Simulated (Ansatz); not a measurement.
# Phonons of Te2Mo (P6_3/mmc) against volume, part 2 of 2

Aim: how do the optical modes of Te2Mo (P6_3/mmc) move with volume?

Ansatz 0.2.0; DFT LDA, scalar-relativistic, plane waves, PAW; PAW set soft_1.

So far, mean high-frequency dielectric constant: step 4 (modes at rest) 17.4; step 6 (volume ratio 1.06) 15.7.

In doubt: the program warns that the response may not be converged on this k-mesh (step 8), which bears on the force constants and all frequencies.

## 7. A member of the series: 0.9 times the volume at rest

The cell is set to 0.9 times the volume at rest, and shape and atoms relax at that volume.

Input file input.yaml:

```yaml
crystal:
  lattice:
    - [3.381251871, 0.0, 0.0]
    - [-1.6906259355, 2.9282500169, 0.0]
    - [0.0, 0.0, 13.0819153383]
  atoms:
    - { symbol: Mo, position: [0.3333333333, 0.6666666667, 0.25] }
    - { symbol: Mo, position: [0.6666666667, 0.3333333333, 0.75] }
    - { symbol: Te, position: [0.3333333333, 0.6666666667, 0.612967639] }
    - { symbol: Te, position: [0.6666666667, 0.3333333333, 0.112967639] }
    - { symbol: Te, position: [0.3333333333, 0.6666666667, 0.887032361] }
    - { symbol: Te, position: [0.6666666667, 0.3333333333, 0.387032361] }
kpoints:
  mp_grid: { grid: [9, 9, 2] }
hamiltonian:
  xc: lda
  pseudopotentials: { kind: paw, azcp: { folder: soft_1 }, xc_functional: pbe }
scf:
  occupations: { method: gaussian, width: 0.02 }
output:
  forces: true
  stress: true
  eigenvalues: true
relax:
  adjacent_minimum: "off"
  f_tol: 0.001
  max_steps: 60
  cell: { stress_tol: 0.01, fix: [volume] }
```

Run with:

```
ansatz run input.yaml --threads 8 --pin off --max-ram 16384MiB --backend cpu --events-out ev --progress --plain --runs-dir out
```

Wall time 17 s (8 threads of Arm Neoverse N1, shared host); peak memory 0.67 GiB.

The steps of the relaxation:

```csv
step,energy less that of the first step (eV),largest force component (eV/Å),pressure (GPa),volume (Å³)
1,0.0000,0.3175,8.27,129.53
2,0.0975,0.9233,3.45,129.53
3,-0.0112,0.0267,6.90,129.53
4,-0.0107,0.0008,6.96,129.53
5,-0.0115,0.0002,6.98,129.53
6*,-0.0115,0.0002,6.98,129.53
```

Relaxation steps marked * repeat the geometry before them on a plane-wave basis chosen anew for their cell, so energy and pressure can jump there. Relaxation steps 2, 4 were tried and not accepted.

Forces are held to the 24 operations that the run works with; a distortion that breaks them can't arise in this run.

```csv
"conventional cell, symmetrised",before,after,change
a (Å),3.381,3.384,+0.1 %
b (Å),3.381,3.384,+0.1 %
c (Å),13.082,13.060,-0.2 %
volume (Å³/atom),21.59,21.59,-0.0 %
```

The atoms that moved most (Å, as changes of fractional coordinates times the final cell):

```
atom     dx     dy      dz  length
 Te6  0.000  0.000   0.019   0.019
 Te5  0.000  0.000   0.019   0.019
 Te4  0.000  0.000  -0.019   0.019
 Te3  0.000  0.000  -0.019   0.019
```

The relaxed structure:

```xyz
6
Lattice="3.3841 0.0000 0.0000 -1.6921 2.9307 0.0000 0.0000 0.0000 13.0598" Properties=species:S:1:pos:R:3 pbc="T T T"
Mo    0.0000    1.9538    3.2649
Mo    1.6921    0.9769    9.7948
Te    0.0000    1.9538    7.9862
Te    1.6921    0.9769    1.4563
Te    0.0000    1.9538   11.6035
Te    1.6921    0.9769    5.0736
```

This step gave:

```
pressure          : 6.984 GPa
gap on the k-mesh : 0.2611 eV
volume per atom   : 21.59 Å³
```

The largest force component left is 0.20 meV/Å, at a pressure of 6.98 GPa.

## 8. Zone-centre modes of the member: 0.9 times the volume at rest

The zone-centre modes follow for 0.9 times the volume at rest, with the response to a field.

Input file input.yaml:

```yaml
crystal:
  lattice:
    - [3.3841147407, 0.0, 0.0]
    - [-1.6920573703, 2.9307293348, 0.0]
    - [0.0, 0.0, 13.0597908066]
  atoms:
    - { symbol: Mo, position: [0.3333333333, 0.6666666667, 0.25] }
    - { symbol: Mo, position: [0.6666666667, 0.3333333333, 0.75] }
    - { symbol: Te, position: [0.3333333333, 0.6666666667, 0.6115101723] }
    - { symbol: Te, position: [0.6666666667, 0.3333333333, 0.1115101723] }
    - { symbol: Te, position: [0.3333333333, 0.6666666667, 0.8884898277] }
    - { symbol: Te, position: [0.6666666667, 0.3333333333, 0.3884898277] }
kpoints:
  mp_grid: { grid: [9, 9, 2] }
hamiltonian:
  xc: lda
  pseudopotentials: { kind: paw, azcp: { folder: soft_1 }, xc_functional: pbe }
scf:
  occupations: { method: fixed }
output:
  eigenvalues: true
phonons:
  method: dfpt
  dielectric: true
  rigid_motions: translations
```

Run time: 4.3 min. Hardware: 8 threads; peak memory 5.1 GiB.

This step gave:

```
sum-rule residual before enforcement                    : 8.58e-5 eV/Å²
miss of the charge sum rule                             : 0.008479 e
estimated error of the dielectric tensor                : 0.09069
estimated error of the Born charges                     : 0.04555 e
highest optical mode at the zone centre (no LO-TO term) : 309.1 cm⁻¹
lowest optical zone-centre mode                         : 45.31 cm⁻¹
mean high-frequency dielectric constant                 : 20.63
largest Born charge (third of the trace)                : -3.002 e
mean static dielectric constant                         : 22.20
top of the zone-centre spectrum with the field          : 309.1 cm⁻¹
```

Without the LO-TO term. Patterns of degenerate modes are one choice out of their space. The modes at Γ (shares of kinetic energy by element, %):

```
mode  frequency (cm⁻¹)  symmetry  Mo %  Te %
   1               0.0  acoustic    27    73
   2               0.0  acoustic    27    73
   3               0.0  acoustic    27    73
   4              45.3       E2g    27    73
   5              45.3       E2g    27    73
   6              71.5       B1g    28    72
   7             122.9       E2u     0   100
   8             122.9       E2u     0   100
   9             128.8       E1g     0   100
  10             128.8       E1g     0   100
  11             180.0       B2u     0   100
  12             193.7       A1g     0   100
  13             247.2       E1u    73    27
  14             247.2       E1u    73    27
  15             247.3       E2g    73    27
  16             247.3       E2g    73    27
  17             298.3       A2u    73    27
  18             309.1       B1g    72    28
```

Transverse modes. Lines of the infrared spectrum (strongest = 100):

```csv
position (cm⁻¹),lines merged,relative intensity
45,1,0.0
72,1,0.0
123,1,0.0
129,1,0.0
180,1,0.0
194,1,0.0
247,2,100
298,1,21
309,1,0.0
```

Without the LO-TO term the lowest optical mode is real, 45.3 cm⁻¹, and the highest lies at 309.1 cm⁻¹.

The log warns of the k mesh: “the force constants stand on the 9×9×2 k-mesh, whose period is 9.69 times the interband length at k = (0.3333, 0.3333, 0.0000), direct gap 0.656 eV, under 14: take them and everything formed from them as unconverged”. So the frequencies of this run count as unconverged too.

## 9. All members side by side

The members are set side by side, also those not shown above.

Each row is one cell with its response, relaxed at fixed volume as far as symmetry leaves anything free; energies are extrapolated to zero smearing, and E0 is that at rest; the axis is the Cartesian z axis of the cell; shape and atoms are relaxed in each cell where symmetry leaves them free. State of the crystal along the series:

| volume ratio | V (Å³/atom) | pressure (GPa) | E - E0 (meV/atom) | first cell vector (Å) | third cell vector (Å) | gap on mesh (eV) | ε∞ along the axis | ε∞ across the axis, mean | ε0 along the axis | ε0 across the axis, mean | largest Born charge in size, a third of the trace (e) | top mode with the field, highest of q along x, y and z (cm⁻¹) |
| --- | --- | --- | --- | --- | --- | --- | --- | --- | --- | --- | --- | --- |
| 0.9 | 21.59 | 6.984 | 44.14 | 3.384 | 13.06 | 0.2611 | 18.47 | 21.71 | 19.08 | 23.77 | 3.002 | 309.1 |
| 0.92 | 22.07 | 5.043 | 26.2 | 3.406 | 13.18 | 0.3533 | 16.81 | 21.35 | 17.4 | 23.35 | 2.973 | 305.6 |
| 0.94 | 22.55 | 3.397 | 13.64 | 3.426 | 13.31 | 0.4491 | 15.37 | 21.02 | 15.94 | 22.97 | 2.941 | 302.5 |
| 0.96 | 23.03 | 2.024 | 5.593 | 3.444 | 13.45 | 0.5496 | 14.12 | 20.7 | 14.63 | 22.61 | 2.898 | 300 |
| 0.98 | 23.51 | 0.897 | 1.294 | 3.46 | 13.61 | 0.6553 | 12.96 | 20.4 | 13.42 | 22.27 | 2.852 | 297.8 |
| 0.99 | 23.75 | 0.4205 | 0.3089 | 3.467 | 13.69 | 0.6878 | 12.41 | 20.25 | 12.85 | 22.1 | 2.83 | 296.9 |
| 1 | 23.99 | -0.002617 | 0 | 3.473 | 13.78 | 0.7219 | 11.89 | 20.09 | 12.3 | 21.92 | 2.804 | 296.1 |
| 1.02 | 24.47 | -0.6788 | 1.068 | 3.484 | 13.97 | 0.7936 | 10.86 | 19.79 | 11.21 | 21.6 | 2.76 | 294.9 |
| 1.04 | 24.95 | -1.154 | 3.845 | 3.491 | 14.18 | 0.8701 | 9.891 | 19.47 | 10.18 | 21.24 | 2.71 | 294.2 |
| 1.06 | 25.43 | -1.45 | 7.783 | 3.496 | 14.41 | 0.9287 | 8.977 | 19.13 | 9.216 | 20.87 | 2.665 | 293.8 |

Without the LO-TO term; each mode is tracked from rest by its pattern, and modes that stay within 0.3 cm⁻¹ of each other stand once; shape and atoms are relaxed in each cell where symmetry leaves them free. Optical modes along the series:

```
V (Å³/atom)  mode 4 E2g (cm⁻¹)  mode 6 B1g (cm⁻¹)  mode 7 E2u (cm⁻¹)  mode 9 E1g (cm⁻¹)  mode 11 B2u (cm⁻¹)  mode 12 A1g (cm⁻¹)  mode 13 (cm⁻¹)  mode 17 A2u (cm⁻¹)  mode 18 B1g (cm⁻¹)
      21.59              45.31              71.53              122.9              128.8                 180               193.7           247.2               298.3               309.1
      22.07              41.84              64.97              121.9              126.9               178.5               189.6           245.3               295.9               305.6
      22.55              38.41              58.43              121.1              125.2               177.1                 186           243.6               293.9               302.5
      23.03              35.01              51.84              120.3              123.7                 176               182.9             242               292.3                 300
      23.51              31.65               45.2              119.7              122.4                 175               180.1           240.7                 291               297.8
      23.75              30.01              41.91              119.4              121.8               174.7                 179           240.1               290.5               296.9
      23.99              28.37              38.58              119.1              121.3               174.3               177.9           239.6               290.1               296.1
      24.47              25.14              31.84              118.7              120.4               173.8                 176           238.8               289.6               294.9
      24.95              21.99              24.99              118.5              119.7               173.5               174.6           238.2               289.5               294.2
      25.43              18.97               17.9              118.3              119.2               173.4               173.6             238               289.8               293.8
```

From cubic fits (parabolas where under five rows exist) of ln ω and P against ln V through the rows within about 4 % of rest: γ = −d ln ω / d ln V and dω/dP = γ ω / B. Slopes at rest:

```
       mode  fitted frequency at rest (cm⁻¹)  Grüneisen parameter γ  dω/dP (cm⁻¹/GPa)
 mode 4 E2g                             28.4                   5.74              4.14
 mode 6 B1g                             38.6                   8.64              8.48
 mode 7 E2u                            119.1                    0.2               0.6
 mode 9 E1g                            121.3                   0.42               1.3
mode 11 B2u                            174.3                   0.18              0.78
mode 12 A1g                            177.9                   0.58              2.62
    mode 13                            239.6                    0.2              1.23
mode 17 A2u                            290.1                   0.12              0.88
mode 18 B1g                            296.2                   0.24              1.84
```

## 10. Outcome

```yaml
members: 10
highest_optical_mode_at_the_zone_centre_no_lo_to_term_at_rest: 296.1 cm⁻¹
bulk_modulus_at_rest: 39.3 GPa
mode_12_a1g_gamma: 0.58
mode_13_gamma: 0.20
mode_17_a2u_gamma: 0.12
mode_18_b1g_gamma: 0.24
```

**Reading.** The series spans -1.5 to 7.0 GPa, and the slope at rest gives a bulk modulus of 39 GPa. Among the modes in the table of slopes γ runs from 0.12 (mode 17 A2u) to 8.64 (mode 6 B1g). ε∞ along z is 11.89 at rest, with d ln ε∞ / d ln V = -4.40. One k mesh and one cutoff serve the ground states and modes of all volumes; the field response picks its own mesh. With the field response the log warns that the k mesh is coarse for the force constants too, so the frequencies are to be taken as unconverged. These are harmonic frequencies at zero temperature: anharmonic shifts, linewidths and thermal expansion are left out. Spin-orbit coupling is left out, which can matter for the heavy elements here. The PAW files were made for PBE; the program adapts parts of them to the functional of the run, but their partial waves stay those of PBE, an approximation that was not tested in this session. Only the zone centre was solved, so an instability at another wavevector cannot show here.

Computed beside measured:

| quantity | measured | LDA, PAW; PAW set soft_1 |
| --- | --- | --- |
| lattice constant a (Å) | 3.52085 | 3.473 (-1.4 %) |
| lattice constant c (Å) | 13.9664 | 13.777 (-1.4 %) |

Measured values from arxiv:1705.00651 (2017).

How well it matches: The lattice constant a is off by -1.4 %: fair agreement. The lattice constant c is off by -1.4 %: fair agreement. The grades are ours: good and fair within 0.7 and 1.5 % for the lattice constant a and 0.8 and 2 % for the lattice constant c. For lattice constants the calculation has a static lattice, without zero-point motion or thermal expansion. Limits of convergence are named above.

[Logs are printed without paths, hosts, clocks, repeated set-up lines and the standing remarks that a program may print on its own settings, such as how far it seeks lower states.]

[Hosts, paths, dates, database ids (printed as entryN), source tags and the programs' standing remarks are cut or masked in the printed files.]
